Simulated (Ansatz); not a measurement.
**Zn3SbN3 (Cm): G0W0 under other settings**

A base run on Zn3SbN3 (Cm), then changed inputs.

Main program and level: Ansatz 0.2.0; G0W0 on PBE, plane waves, PAW; PAW set soft_1.

## 1. The starting structure

The structure is monoclinic, space group Cm (No. 8). Conventional cell: a = 6.788 Å, b = 6.566 Å, c = 5.577 Å, α = 90.00°, β = 125.21°, γ = 90.00°. Zn has 3 N at 1.95 to 1.96 Å nearest. Nearest to Zn lie 3 N at 1.97 to 2.00 Å. Nearest to Sb lie 3 N at 2.04 to 2.06 Å. Nearest to N lie 3 Zn at 1.96 to 2.00 Å and 1 Sb at 2.06 Å. Nearest to N lie 3 Zn at 1.95 to 1.97 Å and 1 Sb at 2.04 Å. Farther neighbours and most contacts between anions are not listed.

As a file:

```cif
data_structure
_symmetry_space_group_name_H-M 'Cm'
_symmetry_Int_Tables_number 8
_cell_length_a 6.7878
_cell_length_b 6.5665
_cell_length_c 5.5766
_cell_angle_alpha 90.000
_cell_angle_beta 125.213
_cell_angle_gamma 90.000
_cell_volume 203.08
loop_
_atom_site_label
_atom_site_type_symbol
_atom_site_symmetry_multiplicity
_atom_site_Wyckoff_symbol
_atom_site_fract_x
_atom_site_fract_y
_atom_site_fract_z
_atom_site_occupancy
Zn1 Zn 2 a 0.85734 0.50000 0.88192 1
Zn2 Zn 4 b 0.96456 0.27942 0.48017 1
Sb1 Sb 2 a 0.43949 0.50000 0.99759 1
N1 N 4 b 0.82345 0.76551 0.70012 1
N2 N 2 a 0.80128 0.50000 0.18781 1
```

The cell and positions are those that the Materials Project relaxed with its own functionals (PBE, PBE+U or r2SCAN), kept fixed. Spin-orbit coupling is left out unless a step names it.

## 2. The base run: 4×4×4 mesh, 373 empty bands, screening to 138 eV, PAW set soft_1 files

G0W0 replaces the xc potential by the self-energy, built once from these orbitals. Only a window of levels is corrected, while the sums run over the empty bands that the input names. This step takes PAW set soft_1 files.

Input file input.yaml:

```yaml
crystal:
  lattice:
    - [3.3938895471, -3.283248115, 0.0]
    - [3.3938895471, 3.283248115, 0.0]
    - [-3.2155964401, 0.0, 4.5561292986]
  atoms:
    - { symbol: Zn, position: [0.64265811, 0.64265811, 0.11808447] }
    - { symbol: Zn, position: [0.75601403, 0.31486041, 0.51982585] }
    - { symbol: Zn, position: [0.31486041, 0.75601403, 0.51982585] }
    - { symbol: Sb, position: [0.06050886, 0.06050886, 0.00241463] }
    - { symbol: "N", position: [0.41103526, 0.94206134, 0.29988336] }
    - { symbol: "N", position: [0.94206134, 0.41103526, 0.29988336] }
    - { symbol: "N", position: [0.698722, 0.698722, 0.81219049] }
kpoints:
  mp_grid: { grid: [4, 4, 4] }
hamiltonian:
  xc: pbe
  pseudopotentials: { kind: paw, azcp: { folder: soft_1 } }
scf:
  occupations: { method: fixed }
gw:
  n_empty_bands: 373
  ecut_chi: 138
  qp_bands: [v2, c2]
  qp_kpoints: band_edges
  screening: { model: contour_deformation }
```

On the command line:

```bash
$ ansatz run input.yaml --threads 2 --pin off --max-ram 92160MiB --backend cuda --events-out ev --progress --plain --runs-dir out --devices 1 --max-vram 13GiB
```

Numbers of over 12 decimals in the logs are rounded to 6 here.

What it wrote:

```text
GPUs: using 1 of 1 available (devices: 1).
Engine: ansatz 0.2.0, x86_64-unknown-linux-gnu
Pseudopotentials: kind: paw
Pseudopotential: Zn, paw, valence charge 12, recommended cutoff 420 eV (normal), soft_1/Zn.paw.azcp
Pseudopotential: Sb, paw, valence charge 15, recommended cutoff 420 eV (normal), soft_1/Sb.paw.azcp
Pseudopotential: N, paw, valence charge 5, recommended cutoff 420 eV (normal), soft_1/N.paw.azcp
Functional definition: PBE
  parameter kappa = 0.804
  parameter beta = 0.066725
  exchange = pbe_x(kappa = kappa, mu = beta*pi^2/3)
  correlation = pbe_c(beta = beta)
device memory: the entry about to start is reckoned to put 1.4 GiB on a device that reports 31.9 GiB free (of which the cap on the GPU budget leaves the run 13.0 GiB)
GPU FFT provider: cuFFT
GPU libraries: cuBLAS 13.8.2, cuFFT 12.4.0, cuSOLVER 12.3.4
Crystal: 7 atoms, lattice volume = 101.538 Å³
Basis set: ecut = 420 eV, 1987 PW (Γ)
Bands: 40, of which v1, the nominal top of the filled ones, is band 33 counted from 1 (32 counted from 0)
Symmetry: 2 space group operations
Space group: Cm (ITA 8), of the structure as read, at distance tolerance 4.7e-5 Å
k-points: 24 of 64 (time reversal used)
Non-local potential: Zn, projectors of the file, l = 0: 2, l = 1: 2, l = 2: 3, l = 3: 1
Non-local potential: Sb, projectors of the file, l = 0: 2, l = 1: 2, l = 2: 2, l = 3: 1
Non-local potential: N, projectors of the file, l = 0: 2, l = 1: 2, l = 2: 1
PAW form: soft (Blöchl's): semilocal exchange-correlation on the pseudo side does not see the compensation charge
PAW one-centre angular grid: Zn, 590 points (default); XC on 64 Gauss nodes
PAW one-centre angular grid: Sb, 590 points (default); XC on 64 Gauss nodes
PAW one-centre angular grid: N, 110 points (default); XC on 64 Gauss nodes
Initial density: superposition of atomic densities (chi_scale 0.1, normalization cell, long waves kept (reshape's long-wave potential 0.03 eV rms))
Initial wavefunctions: pseudopotential atomic-orbital guess
GPU buffer pool allocated for 40960 grid points (all kernels)
GPU transforms: local potential and band sums: pruned to the plane-wave sphere, on 32×32×40
Functional: x = pbe(κ = 0.804, μ = 0.219515), c = pbe(β = 0.066725)
SCF iter   1: F=—  HF=-17594.624425 eV  |F-HF|=—  |Δ(HF+E_count)|=         —  Δρ=7.68e-2  dr2=7.41e0  ethr=3.10e-3  ⟨swp⟩=4.9  Hψ=3781  notcnv=0  defer=117
preconditioner: auto → Resta (q_TF=auto, 2.539 Å⁻¹)  ε∞=5.2  [insulator: Δε(μ)=2.150 eV  Ē_g=14.526 eV  n_scr=30 (ndim 8)  ℏωp=29.9 eV  f_vac=0.006  ε∞_Penn≈5.2]
SCF iter   2: F=—  HF=-17592.876989 eV  |F-HF|=—  |Δ(HF+E_count)|=    1.75e0  Δρ=2.91e-2  dr2=5.28e-1  ethr=3.10e-3  ⟨swp⟩=3.0  Hψ=1963  notcnv=0  defer=120
[...]
E_band       = -45.593184
  E_kinetic    = 987.518133
  E_local      = -8043.394320  (includes V_loc(G=0)·N_el)
  E_nonlocal   = 2958.273456
  E_hartree    = 3098.834214
  E_xc         = -510.365500
  E_vxc        = -467.213660  (∫ρ·V_xc dr)
  E_paw        = -10621.606737  (= ΣΔE_a)
  E_vpaw       = -1678.443080  (= ΣTr[D̂ρ^β])
  E_aug_tail   = 0.002015  (compensation charges beyond the density's cutoff)
  E_ewald      = -5462.028759
  E_smearing   = -0.000000  (= −TS)
  E_closure    = 0.000000  (closes the sum)
  Σ components = -17592.767496   (vs F -17592.767496, Δ=0.00e0)
--- Band table (eV; the first three rows and the last of 24) ---
  k-point 0: bands = [... 29 lower, 5.9511, 7.2895, 7.6413, 7.9778, 10.8624, 11.8003, 12.5909, 12.9973, ... 3 higher]
  k-point 1: bands = [... 29 lower, 6.4645, 7.3551, 7.6157, 8.3549, 9.9926, 11.9221, 12.2162, 13.1084, ... 3 higher]
  k-point 2: bands = [... 29 lower, 7.0056, 7.1857, 7.3892, 8.2869, 10.3845, 11.2203, 11.4816, 13.4601, ... 3 higher]
  k-point 23: bands = [... 29 lower, 7.2666, 7.4235, 7.9664, 8.4089, 11.7638, 12.5638, 13.1683, 13.3229, ... 3 higher]
--- G₀W₀: contour deformation, 7 samples at zero and on the imaginary axis and 2 off it, 64 q-points, 373 empty bands' worth ---
  eigenvalues of the whole cell's RPA ε∞ on this k-mesh (on a slab, of 1 + 4πα/V) = 7.1866, 8.1358, 8.1716; static W/v taken at q = 0 is 0.127929
  gw.qp_kpoints: band_edges: 19 of 24 stored k-points solved, in 1 pass; an edge of the gap read off the rows below is read off those points alone
    valence top: of the k-points left out ik 16 came nearest to being solved in a further pass, in band 33 (counted from 1, as in the quasiparticle table): it holds the edge there only if its correction is more favourable than any solved in that band by at least 0.506 eV; those differ by 0.109 eV
    conduction bottom: of the k-points left out ik 11 came nearest to being solved in a further pass, in band 34 (counted from 1, as in the quasiparticle table): it holds the edge there only if its correction is more favourable than any solved in that band by at least 0.866 eV; those differ by 0.250 eV
    ik  band        ε_KS         Σx   Σc(E_QP)       V_xc       Z   E_QP_lin       E_QP  E_QP is
     0    32      7.6413   -25.2702     3.7463   -20.9073  0.7293     7.0154     7.0248  root
     0    33      7.9778   -25.3477     3.5476   -21.1778  0.7359     7.3468     7.3556  root
     0    34     10.8624   -10.7158    -3.6111   -14.5119  0.7798    11.0478    11.0473  root
     0    35     11.8003   -13.2262    -3.4504   -16.9492  0.7602    12.0743    12.0729  root
     1    32      7.6157   -25.2692     3.7744   -20.9011  0.7277     7.0134     7.0221  root
     1    33      8.3549   -23.5305     2.9033   -20.0887  0.7418     7.8109     7.8165  root
     1    34      9.9926   -11.6020    -3.1862   -14.9433  0.7817    10.1480    10.1477  root
     1    35     11.9221   -10.3239    -4.0147   -14.6183  0.7629    12.2036    12.2018  root
[...]
23    32      7.9664   -26.6342     3.9681   -22.0748  0.7291     7.3673     7.3752  root
    23    33      8.4089   -25.8767     3.6938   -21.6702  0.7286     7.8906     7.8961  root
    23    34     11.7638    -9.1635    -4.0287   -13.4518  0.7670    12.0247    12.0234  root
    23    35     12.5638   -10.0490    -4.2211   -14.5820  0.7479    12.8785    12.8757  root
[key lines of the parts left out:]
SCF converged after 12 iterations
Free energy (F): -17592.767496 eV
Fermi energy:    8.560593 eV
```

Wall time 70 s (1 × NVIDIA H100 80GB HBM3 (shared by 6 runs) with 2 threads of AMD EPYC 7R13 (Zen 3), shared host); peak memory 2.1 GiB.

In the SCF lines HF is the Harris–Foulkes energy and dr2 the Hartree energy of the density residual, in eV; the loop may stop once dr2 is under the threshold and the program's other checks hold. Hψ counts applications of the Hamiltonian.

This step gave:

- bands summed: 406
- RPA ε∞ on this mesh (eigenvalues): 7.187, 8.136, 8.172
- plane waves in the screening matrix: 393
- q-points in the mesh: 64
- G0W0 gap on the mesh: 2.131 eV
- k of the valence top: 0.25, -0.25, 0
- k of the conduction bottom: 0, 0, 0.25
- starting gap on the mesh: 1.432 eV
- Z at the valence top: 0.7406
- Z at the conduction bottom: 0.7817
- least direct G0W0 gap on the computed points: 2.331 eV

The gap on the mesh goes from 1.43 eV to 2.13 eV, a correction of +0.70 eV. Between the two edge states, bare exchange in place of the xc potential would open the gap by 7.02 eV, and correlation takes back 6.32 eV.

## 3. Variant: all filled levels at the zone centre

Edit input.yaml of step 2 so:

```diff
@@ -21,6 +21,6 @@
 gw:
-  n_empty_bands: 373
-  ecut_chi: 138
-  qp_bands: [v2, c2]
-  qp_kpoints: band_edges
+  n_empty_bands: 230
+  ecut_chi: 100
+  qp_bands: [lowest, c2]
+  qp_kpoints: [[0, 0, 0]]
   screening: { model: contour_deformation }
```

What it wrote:

```text
GPUs: using 1 of 1 available (devices: 1).
[...]
GPU FFT provider: cuFFT
GPU libraries: cuBLAS 13.8.2, cuFFT 12.4.0, cuSOLVER 12.3.4
Crystal: 7 atoms, lattice volume = 101.538 Å³
Basis set: ecut = 420 eV, 1987 PW (Γ)
Bands: 40, of which v1, the nominal top of the filled ones, is band 33 counted from 1 (32 counted from 0)
Symmetry: 2 space group operations
[...]
k-points: 24 of 64 (time reversal used)
[...]
GPU buffer pool allocated for 40960 grid points (all kernels)
[...]
SCF iter   1: F=—  HF=-17594.624425 eV  |F-HF|=—  |Δ(HF+E_count)|=         —  Δρ=7.68e-2  dr2=7.41e0  ethr=3.10e-3  ⟨swp⟩=4.9  Hψ=3781  notcnv=0  defer=117
[...]
SCF iter  12: F=-17592.767496 eV  HF=-17592.767496 eV  |F-HF|=9.56e-9  |Δ(HF+E_count)|=   6.20e-9  Δρ=4.59e-6  dr2=1.83e-8  ethr=1.52e-10  ⟨swp⟩=9.4  Hψ=4252  notcnv=0
SCF 1 converged in 12 iterations: F = -17592.767496 eV  dr2 = 1.83e-8
[...]
NSCF: frozen V_eff on 24 k-points, pencils in batches of 32, up to order 160
[...]
NSCF: frozen V_eff on 24 k-points
G₀W₀ screening: q 1/24
[... further progress lines ...]
[...]
SCF converged after 12 iterations
Free energy (F): -17592.767496 eV
[...]
Internal energy: -17592.767496 eV  (E = F + TS)
E sigma→0 (E₀):  -17592.767496 eV
Fermi energy:    8.560593 eV
[...]
--- Band table (eV; the first three rows and the last of 24) ---
  k-point 0: bands = [... 29 lower, 5.9511, 7.2895, 7.6413, 7.9778, 10.8624, 11.8003, 12.5909, 12.9973, ... 3 higher]
[...]
0     5    -19.9952   -48.8285     7.9844   -38.4205  0.7149   -22.6892   -22.4188  root ?
     0     6     -7.0015   -26.4159     8.9807   -17.0013  0.6078    -7.4485    -7.4353  root
     0     7     -4.9389   -28.6767     8.7894   -19.3982  0.6345    -5.4353    -5.4280  root
     0     8     -4.8907   -28.6094     8.7738   -19.3615  0.6312    -5.3720    -5.3648  root
     0     9      0.4147   -26.2092     5.8030   -19.7541  0.6939    -0.2468    -0.2373  root
     0    10      1.9543   -42.7722     8.8797   -32.5192  0.6676     0.4984     0.5810  root
     0    11      2.0005   -43.2953     8.8296   -33.0421  0.6757     0.4825     0.5769  root
     0    12      2.1779   -44.5463     8.9558   -34.1228  0.6766     0.6162     0.7102  root
     0    13      2.2472   -43.6711     8.7586   -33.4835  0.6777     0.7313     0.8183  root
     0    14      2.3320   -46.5509     9.2752   -35.7199  0.6734     0.6542     0.7763  root ?
[...]
0    16      2.5146   -47.9897     9.4236   -36.9711  0.6767     0.7875     0.9196  root ?
     0    17      2.6744   -48.0850     9.3657   -37.0948  0.6823     0.9060     1.0499  root ?
[...]
0    21      2.9083   -51.1686     9.8143   -39.5925  0.6818     1.0202     1.1464  root ?
     0    22      3.0118   -46.4717     8.8415   -36.0456  0.6873     1.3155     1.4272  root ?
     0    23      3.2187   -50.0002     9.6338   -38.7393  0.6832     1.4530     1.5917  root ?
     0    24      3.3109   -48.0331     9.0894   -37.3506  0.6871     1.6048     1.7178  root ?
[...]
0    32      7.6413   -25.2702     3.8500   -20.9073  0.7316     7.1222     7.1284  root
     0    33      7.9778   -25.3477     3.6399   -21.1778  0.7381     7.4417     7.4479  root
     0    34     10.8624   -10.7158    -3.5313   -14.5119  0.7808    11.1283    11.1272  root
     0    35     11.8003   -13.2262    -3.3439   -16.9492  0.7616    12.1822    12.1794  root
```

Run time: 63 s. Hardware: 1 × NVIDIA H100 80GB HBM3 (shared by 6 runs) with 2 threads; peak memory 1.4 GiB.

Absolute levels on the run's own zero. QP, by row:

| k index | band | KS (eV) | Sigma_x (eV) | Sigma_c (eV) | Vxc (eV) | Z | QP linearised (eV) | QP (eV) | source | doubts |
| --- | --- | --- | --- | --- | --- | --- | --- | --- | --- | --- |
| 0 | 1 | -20.13 | -48.75 | 8.037 | -38.26 | 0.7153 | -22.84 | -22.57 | root | energies_apart |
| 0 | 2 | -20.13 | -48.75 | 8.034 | -38.26 | 0.7161 | -22.84 | -22.58 | root | energies_apart |
| 0 | 3 | -20.03 | -48.8 | 7.981 | -38.4 | 0.7156 | -22.73 | -22.45 | root | energies_apart |
| 0 | 4 | -20.03 | -48.8 | 7.972 | -38.4 | 0.7167 | -22.73 | -22.46 | root | energies_apart |
| 0 | 5 | -20 | -48.83 | 7.984 | -38.42 | 0.7149 | -22.69 | -22.42 | root | energies_apart |
| 0 | 6 | -7.002 | -26.42 | 8.981 | -17 | 0.6078 | -7.449 | -7.435 | root |  |
| 0 | 7 | -4.939 | -28.68 | 8.789 | -19.4 | 0.6345 | -5.435 | -5.428 | root |  |
| 0 | 8 | -4.891 | -28.61 | 8.774 | -19.36 | 0.6312 | -5.372 | -5.365 | root |  |
| 0 | 9 | 0.4147 | -26.21 | 5.803 | -19.75 | 0.6939 | -0.2468 | -0.2373 | root |  |
| 0 | 10 | 1.954 | -42.77 | 8.88 | -32.52 | 0.6676 | 0.4984 | 0.581 | root |  |
| 0 | 11 | 2.001 | -43.3 | 8.83 | -33.04 | 0.6757 | 0.4825 | 0.5769 | root |  |
| 0 | 12 | 2.178 | -44.55 | 8.956 | -34.12 | 0.6766 | 0.6162 | 0.7102 | root |  |
| 0 | 13 | 2.247 | -43.67 | 8.759 | -33.48 | 0.6777 | 0.7313 | 0.8183 | root |  |
| 0 | 14 | 2.332 | -46.55 | 9.275 | -35.72 | 0.6734 | 0.6542 | 0.7763 | root | energies_apart |
| 0 | 15 | 2.344 | -44.95 | 9.075 | -34.43 | 0.6729 | 0.8074 | 0.8949 | root |  |
| 0 | 16 | 2.515 | -47.99 | 9.424 | -36.97 | 0.6767 | 0.7875 | 0.9196 | root | energies_apart |
| 0 | 17 | 2.674 | -48.09 | 9.366 | -37.09 | 0.6823 | 0.906 | 1.05 | root | energies_apart |
| 0 | 18 | 2.809 | -50.42 | 9.68 | -38.96 | 0.6842 | 0.8938 | 1.023 | root | energies_apart |
| 0 | 19 | 2.842 | -50.81 | 9.788 | -39.26 | 0.681 | 0.9587 | 1.085 | root | energies_apart |
| 0 | 20 | 2.901 | -51.08 | 9.885 | -39.48 | 0.6762 | 1.079 | 1.188 | root | energies_apart |
| 0 | 21 | 2.908 | -51.17 | 9.814 | -39.59 | 0.6818 | 1.02 | 1.146 | root | energies_apart |
| 0 | 22 | 3.012 | -46.47 | 8.841 | -36.05 | 0.6873 | 1.315 | 1.427 | root | energies_apart |
| 0 | 23 | 3.219 | -50 | 9.634 | -38.74 | 0.6832 | 1.453 | 1.592 | root | energies_apart |
| 0 | 24 | 3.311 | -48.03 | 9.089 | -37.35 | 0.6871 | 1.605 | 1.718 | root | energies_apart |
| 0 | 25 | 4.663 | -26.52 | 4.958 | -20.85 | 0.6917 | 3.943 | 3.947 | root |  |
| 0 | 26 | 4.748 | -25.45 | 4.758 | -20.07 | 0.694 | 4.111 | 4.118 | root |  |
| 0 | 27 | 5.163 | -27.51 | 4.653 | -22.05 | 0.7121 | 4.334 | 4.354 | root |  |
| 0 | 28 | 5.228 | -24.94 | 4.376 | -19.92 | 0.7098 | 4.569 | 4.583 | root |  |
| 0 | 29 | 5.297 | -26.49 | 4.795 | -21.03 | 0.6881 | 4.625 | 4.633 | root |  |
| 0 | 30 | 5.951 | -22 | 4.114 | -17.42 | 0.6923 | 5.482 | 5.49 | root |  |
| 0 | 31 | 7.29 | -22.88 | 3.461 | -18.88 | 0.7328 | 6.738 | 6.746 | root |  |
| 0 | 32 | 7.641 | -25.27 | 3.85 | -20.91 | 0.7316 | 7.122 | 7.128 | root |  |
| 0 | 33 | 7.978 | -25.35 | 3.64 | -21.18 | 0.7381 | 7.442 | 7.448 | root |  |
| 0 | 34 | 10.86 | -10.72 | -3.531 | -14.51 | 0.7808 | 11.13 | 11.13 | root |  |
| 0 | 35 | 11.8 | -13.23 | -3.344 | -16.95 | 0.7616 | 12.18 | 12.18 | root |  |

Against the base:

| setting | base | variant |
| --- | --- | --- |
| empty bands | 373 | 230 |
| screening cutoff (eV) | 138 | 100 |
| levels asked | v2 to c2 | lowest to c2 |
| points asked | band edges | [[0, 0, 0]] |

(Continued in part 2 of 2.)

[Paths, hosts, dates, memory and timing lines, banners, echoed tables and standing remarks are left out of the program output.]

[Logs are printed without paths, hosts, clocks, repeated set-up lines and the standing remarks that a program may print on its own settings, such as how far it seeks lower states.]

[Runs of the session that timed out or met a known fault of the program may be left out.]

[Cells called generated may have been cut or substituted from an entry of the Crystallography Open Database or the Materials Project.]

[Hosts, paths, dates, database ids (printed as entryN), source tags and the programs' standing remarks are cut or masked in the printed files.]
